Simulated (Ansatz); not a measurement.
# Band gap of MoS2 (P6_3/mmc) from density functionals to GW

Wanted: a ladder of band gaps for MoS2 (P6_3/mmc), from density functionals to G0W0.

Method: density functionals, hybrids and G0W0, plane waves, PAW, in Ansatz 0.2.0.

This is a report of a sequence of runs, with most program output left out.

The database entry behind the starting cell differs from later determinations by our own check (about 0.3 % long), so it need not match the best structure at ambient conditions.

In doubt: masses and optical values from hybrid runs of this build are listed as unsure (step 10), which bears on the screening that GW takes from such a start.

## (1) Set-up

Symmetry: P6_3/mmc, No. 194, hexagonal system. Conventional cell: a = 3.169 Å, b = 3.169 Å, c = 12.324 Å, α = 90.00°, β = 90.00°, γ = 120.00°. Nearest to Mo lie 6 S at 2.41 Å. S has 3 Mo at 2.41 Å nearest. Farther neighbours and most contacts between anions are not listed.

The cell and positions come from the Crystallography Open Database and are kept as given unless a step says otherwise. The default PAW set here is soft_2. Its files were made with PBE.

## (2) LDA on the 12×12×2 mesh

This step: DFT, LDA, plane waves, PAW.

input.yaml

```yaml
crystal:
  lattice:
    - [3.169, 0.0, 0.0]
    - [-1.5845, 2.7444345046, 0.0]
    - [0.0, 0.0, 12.324]
  atoms:
    - { symbol: Mo, position: [0.3333333333, 0.6666666667, 0.25] }
    - { symbol: Mo, position: [0.6666666667, 0.3333333333, 0.75] }
    - { symbol: S, position: [0.3333333333, 0.6666666667, 0.623] }
    - { symbol: S, position: [0.6666666667, 0.3333333333, 0.123] }
    - { symbol: S, position: [0.3333333333, 0.6666666667, 0.877] }
    - { symbol: S, position: [0.6666666667, 0.3333333333, 0.377] }
kpoints:
  mp_grid: { grid: [12, 12, 2] }
  band_path:
    path:
      - [0.0, 0.0, 0.0]
      - [0.5, 0.0, 0.0]
      - [0.33333333, 0.33333333, 0.0]
      - [0.0, 0.0, 0.5]
      - [0.5, 0.0, 0.5]
      - [0.33333333, 0.33333333, 0.5]
      - [0.1666666667, 0.1666666667, 0.0]
    npoints: 1
hamiltonian:
  xc: lda
scf:
  occupations: { method: fixed }
  n_extra_bands: 6
output:
  eigenvalues: true
```

On the command line:

```sh
$ ansatz run input.yaml --threads 3 --pin off --max-ram 64512MiB --backend cuda --events-out ev --progress --plain --runs-dir out --devices 1 --max-vram 24GiB  # rebuilt from the run's record
```

Elapsed: 6 s, on 1 × NVIDIA H100 80GB HBM3 (shared by 3 runs) with 3 threads of AMD EPYC 7R13 (Zen 3), shared host; peak memory 0.94 GiB; 3.9 s of CPU time.

This step gave:

| Quantity | Value |
| --- | --- |
| gap | 0.8109 eV |
| valence top at | Γ |
| conduction bottom at | k = (0.167, 0.167, 0.000) |
| least direct gap | 1.649 eV |

Over mesh and listed points the gap is 0.811 eV, from k = Γ to k = (0.167, 0.167, 0.000). The least direct gap found is 1.649 eV, at k = (0.333, 0.333, 0.000).

## (3) PBE on the 12×12×2 mesh

Levels along a band path and on the mesh show where this functional puts the band edges.

This step: DFT, PBE, plane waves, PAW.

Changes to input.yaml since step 2:

```diff
@@ -16,14 +16,10 @@
     path:
-      - [0.0, 0.0, 0.0]
-      - [0.5, 0.0, 0.0]
-      - [0.33333333, 0.33333333, 0.0]
-      - [0.0, 0.0, 0.5]
-      - [0.5, 0.0, 0.5]
-      - [0.33333333, 0.33333333, 0.5]
-      - [0.1666666667, 0.1666666667, 0.0]
-    npoints: 1
+      - [[0.0, 0.0, 0.0], [0.5, 0.0, 0.0], [0.33333333, 0.33333333, 0.0], [0.0, 0.0, 0.0], [0.0, 0.0, 0.5], [0.5, 0.0, 0.5], [0.33333333, 0.33333333, 0.5], [0.0, 0.0, 0.5]]
+      - [[0.5, 0.0, 0.5], [0.5, 0.0, 0.0]]
+      - [[0.33333333, 0.33333333, 0.5], [0.33333333, 0.33333333, 0.0]]
+    npoints: 10
 hamiltonian:
-  xc: lda
+  xc: pbe
 scf:
-  occupations: { method: fixed }
+  occupations: { method: fermi_dirac, width: 0.02 }
   n_extra_bands: 6
@@ -31 +27,5 @@
   eigenvalues: true
+  write_density: true
+  write_potential: true
+  elf: true
+  volumetric_format: npy
```

The job ended after 4.1 s (1 × NVIDIA H100 80GB HBM3 (shared by 3 runs) with 3 threads; peak memory 0.99 GiB).

Numbers from this step:

| Property | Result |
| --- | --- |
| filled bands | 26 |
| gap | 0.8845 eV |
| valence top at | Γ |
| conduction bottom at | k = (0.167, 0.167, 0.000) |
| least direct gap | 1.654 eV |

Over mesh and path the gap is 0.884 eV, from k = Γ to k = (0.167, 0.167, 0.000). The least direct gap found is 1.654 eV, at k = (0.333, 0.333, 0.000). PBE against LDA: 0.884 − 0.811 = +0.073 eV, with the same mesh, files and cutoff, and both edges at the same k points.

## (4) PBE+SOC on the 12×12×2 mesh

This run has two-component orbitals with spin-orbit coupling.

This step: DFT, PBE with spin-orbit coupling, plane waves, PAW.

input.yaml, the sections that differ from step 3:

```yaml
kpoints:
  mp_grid: { grid: [12, 12, 2] }
  band_path:
    path:
      - [0.0, 0.0, 0.0]
      - [0.5, 0.0, 0.0]
      - [0.33333333, 0.33333333, 0.0]
      - [0.0, 0.0, 0.5]
      - [0.5, 0.0, 0.5]
      - [0.33333333, 0.33333333, 0.5]
      - [0.1666666667, 0.1666666667, 0.0]
    npoints: 1
scf:
  occupations: { method: fermi_dirac, width: 0.02 }
  n_extra_bands: 12
magnetization:
  noncollinear: true
  spin_orbit: true
output:
  eigenvalues: true
# crystal, hamiltonian: as in step 3
```

Run time: 6.5 s. Hardware: 1 × NVIDIA H100 80GB HBM3 (shared by 3 runs) with 3 threads; peak memory 0.99 GiB.

This step gave:

```yaml
gap: 0.8790 eV
valence_top_at: Γ
conduction_bottom_at: k = (0.167, 0.167, 0.000)
least_direct_gap: 1.621 eV
```

Over mesh and listed points the gap is 0.879 eV, from k = Γ to k = (0.167, 0.167, 0.000). The least direct gap found is 1.621 eV, at k = (0.333, 0.333, 0.000). PBE+SOC against PBE: 0.879 − 0.884 = −0.005 eV, with the same mesh, set of files (read in its fully relativistic form for the spin-orbit run) and cutoff, and both edges at the same k points. The spin-orbit run sees mesh and listed points alone, so its gap is an upper bound: the coupling can move an edge off these points, and the change over the zone, its sign included where it is small, is not known.

## (5) r2SCAN on the 12×12×2 mesh

r2SCAN is a meta-GGA: it depends on the kinetic-energy density as well as on the density and its gradient.

This step: DFT, r2SCAN, plane waves, PAW.

Changes to input.yaml since step 4:

```diff
@@ -25,10 +25,11 @@
 hamiltonian:
-  xc: pbe
+  xc: r2scan
 scf:
-  occupations: { method: fermi_dirac, width: 0.02 }
-  n_extra_bands: 12
-magnetization:
-  noncollinear: true
-  spin_orbit: true
+  occupations: { method: fixed }
+  n_extra_bands: 6
 output:
   eigenvalues: true
+  write_density: true
+  write_potential: true
+  elf: true
+  volumetric_format: npy
```

Elapsed: 8.1 s, on 1 × NVIDIA H100 80GB HBM3 (shared by 3 runs) with 3 threads; peak memory 1.1 GiB.

Numbers from this step:

| Quantity | Value |
| --- | --- |
| gap | 0.9893 eV |
| valence top at | Γ |
| conduction bottom at | k = (0.167, 0.167, 0.000) |
| least direct gap | 1.763 eV |

Over mesh and listed points the gap is 0.989 eV, from k = Γ to k = (0.167, 0.167, 0.000). The least direct gap found is 1.763 eV, at k = (0.333, 0.333, 0.000). r2SCAN against PBE: 0.989 − 0.884 = +0.105 eV. The runs also differ in plane-wave cutoff (420 eV and 500 eV), so how much of this comes from the functional alone is not known.

## (6) HSE06 on the 6×6×2 mesh

HSE06 mixes in a quarter of exact exchange at short range.

This step: DFT, HSE06, plane waves, PAW.

Changes to input.yaml since step 5:

```diff
@@ -13,3 +13,3 @@
 kpoints:
-  mp_grid: { grid: [12, 12, 2] }
+  mp_grid: { grid: [6, 6, 2] }
   band_path:
@@ -25,3 +25,3 @@
 hamiltonian:
-  xc: r2scan
+  xc: hse06
 scf:
@@ -31,5 +31 @@
   eigenvalues: true
-  write_density: true
-  write_potential: true
-  elf: true
-  volumetric_format: npy
```

Run time: 31 s. Hardware: 1 × NVIDIA H100 80GB HBM3 (shared by 3 runs) with 3 threads; peak memory 1.3 GiB; 36 s of CPU time.

This step gave:

- gap: 1.444 eV
- valence top at: Γ
- conduction bottom at: k = (0.167, 0.167, 0.000)
- least direct gap: 2.116 eV
- exact-exchange fraction: 0.25

Over mesh and listed points the gap is 1.444 eV, from k = Γ to k = (0.167, 0.167, 0.000). The least direct gap found is 2.116 eV, at k = (0.333, 0.333, 0.000). HSE06 against PBE: 1.444 − 0.884 = +0.560 eV. The runs also differ in mesh (12×12×2 and 6×6×2), so how much of this comes from the functional alone is not known.

## (7) PBE0 on the 6×6×2 mesh

PBE0 mixes in a quarter of exact exchange at all distances.

This step: DFT, PBE0, plane waves, PAW.

Changes to input.yaml since step 6:

```diff
@@ -25,3 +25,3 @@
 hamiltonian:
-  xc: hse06
+  xc: pbe0
 scf:
```

Elapsed: 19 s, on 1 × NVIDIA H100 80GB HBM3 (shared by 3 runs) with 3 threads; peak memory 1.3 GiB; 28 s of CPU time.

This step gave:

```yaml
gap: 2.111 eV
valence_top_at: Γ
conduction_bottom_at: k = (0.167, 0.167, 0.000)
least_direct_gap: 2.777 eV
exact_exchange_fraction: 0.25
```

Over mesh and listed points the gap is 2.111 eV, from k = Γ to k = (0.167, 0.167, 0.000). The least direct gap found is 2.777 eV, at k = (0.333, 0.333, 0.000). PBE0 against HSE06: 2.111 − 1.444 = +0.667 eV, with the same mesh, files and cutoff, and both edges at the same k points.

## (8) DDH-PBE0 on the 6×6×2 mesh

The input asks for a share of exact exchange of one over the crystal's ε∞, which the program works out first.

This step: DFT, dielectric-dependent PBE0 (fraction 1/eps_inf of PBE), plane waves, PAW.

Changes to input.yaml since step 7:

```diff
@@ -12,2 +12,3 @@
     - { symbol: S, position: [0.6666666667, 0.3333333333, 0.377] }
+  host: atoms
 kpoints:
@@ -25,3 +26,6 @@
 hamiltonian:
-  xc: pbe0
+  xc:
+    exchange: pbe
+    correlation: pbe
+    exx: { coeff: inverse_dielectric }
 scf:
```

Run time: 28 s. Hardware: 1 × NVIDIA H100 80GB HBM3 (shared by 3 runs) with 3 threads; peak memory 1.8 GiB; 56 s of CPU time.

This step gave:

```
gap                     : 1.268 eV
valence top at          : Γ
conduction bottom at    : k = (0.167, 0.167, 0.000)
least direct gap        : 2.018 eV
exact-exchange fraction : 0.08073
```

Over mesh and listed points the gap is 1.268 eV, from k = Γ to k = (0.167, 0.167, 0.000). The least direct gap found is 2.018 eV, at k = (0.333, 0.333, 0.000). DDH-PBE0 against PBE0: 1.268 − 2.111 = −0.843 eV, with the same mesh, files and cutoff, and both edges at the same k points.

## (9) G0W0@PBE, 6×6×2 mesh, 848 empty bands, screening to 230 eV

G0W0 replaces the xc potential by a self-energy built once from the orbitals of the start. Levels are corrected in the window of bands that the input names, at points of the mesh.

This step: G0W0 on PBE, plane waves, PAW.

input.yaml

```yaml
crystal:
  lattice:
    - [3.169, 0.0, 0.0]
    - [-1.5845, 2.7444345046, 0.0]
    - [0.0, 0.0, 12.324]
  atoms:
    - { symbol: Mo, position: [0.3333333333, 0.6666666667, 0.25] }
    - { symbol: Mo, position: [0.6666666667, 0.3333333333, 0.75] }
    - { symbol: S, position: [0.3333333333, 0.6666666667, 0.623] }
    - { symbol: S, position: [0.6666666667, 0.3333333333, 0.123] }
    - { symbol: S, position: [0.3333333333, 0.6666666667, 0.877] }
    - { symbol: S, position: [0.6666666667, 0.3333333333, 0.377] }
kpoints:
  mp_grid: { grid: [6, 6, 2] }
hamiltonian:
  xc: pbe
scf:
  occupations: { method: fixed }
gw:
  n_empty_bands: 848
  ecut_chi: 230.0
  qp_bands: [v2, c2]
  qp_kpoints: band_edges
  screening: { model: contour_deformation }
```

Run time: 39 s. Hardware: 1 × NVIDIA H100 80GB HBM3 (shared by 3 runs) with 3 threads; peak memory 3.2 GiB.

Numbers from this step:

- bands summed: 874
- RPA ε∞ on this mesh (eigenvalues): 6.224, 14.93, 14.93
- plane waves in the screening matrix: 835
- G0W0 gap over the corrected points: 1.264 eV
- k of the valence top: 0, 0, 0
- k of the conduction bottom: 0.1667, 0.1667, 0
- starting gap on the mesh: 0.8857 eV
- Z at the valence top: 0.7341
- Z at the conduction bottom: 0.7452
- least direct G0W0 gap over the corrected points: 2.081 eV

Over 12 of 14 irreducible mesh points the G0W0 gap is 1.264 eV, from k = Γ to k = (0.167, 0.167, 0.000). The PBE gap of this run on the mesh is 0.886 eV. The two states that bound the G0W0 gap lie that far apart at the start, so the correction of the gap is 1.264 − 0.886 = +0.378 eV.

## (10) G0W0@HSE06, 6×6×2 mesh, 848 empty bands, screening to 230 eV

This step: G0W0 on HSE06, plane waves, PAW.

Changes to input.yaml since step 9:

```diff
@@ -15,3 +15,3 @@
 hamiltonian:
-  xc: pbe
+  xc: hse06
 scf:
```

Wall time 2.2 min (1 × NVIDIA H100 80GB HBM3 (shared by 3 runs) with 3 threads); peak memory 3.4 GiB.

Numbers from this step:

```
bands summed                                    : 874
RPA ε∞ on this mesh (eigenvalues)               : 5.125, 11.83, 11.83
plane waves in the screening matrix             : 835
G0W0 gap over the corrected points              : 1.480 eV
k of the valence top                            : 0, 0, 0
k of the conduction bottom                      : 0.1667, 0.1667, 0
starting gap on the mesh                        : 1.444 eV
Z at the valence top                            : 0.7624
Z at the conduction bottom                      : 0.7717
least direct G0W0 gap over the corrected points : 2.233 eV
```

Over 12 of 14 irreducible mesh points the G0W0 gap is 1.480 eV, from k = Γ to k = (0.167, 0.167, 0.000). The HSE06 gap of this run on the mesh is 1.444 eV. The two states that bound the G0W0 gap lie that far apart at the start, so the correction of the gap is 1.480 − 1.444 = +0.036 eV. G0W0@HSE06 against G0W0@PBE with 874 bands: 1.480 − 1.264 = +0.216 eV, with the same mesh, files and cutoffs, and both edges at the same k points.

(Continued in part 2 of 2.)

[Paths, hosts, dates, memory and timing lines, banners, echoed tables and standing remarks are left out of the program output.]

[Logs are printed without paths, hosts, clocks, repeated set-up lines and the standing remarks that a program may print on its own settings, such as how far it seeks lower states.]

[Runs of the session that timed out or met a known fault of the program may be left out.]

[Cells called generated may have been cut or substituted from an entry of the Crystallography Open Database or the Materials Project.]

[Hosts, paths, dates, database ids (printed as entryN), source tags and the programs' standing remarks are cut or masked in the printed files.]

[Where an RPA ε∞ is given, it is that of the G0W0 mesh and is not shown converged in it. Names of k-points follow the symmetry that the program found, which can be lower than the space group named. Band edges on a path are those of the sampled points; other points can move an edge, and change direct to indirect where valleys lie close.]

[Hybrid gaps are those of their k-mesh and are not shown converged in it.]
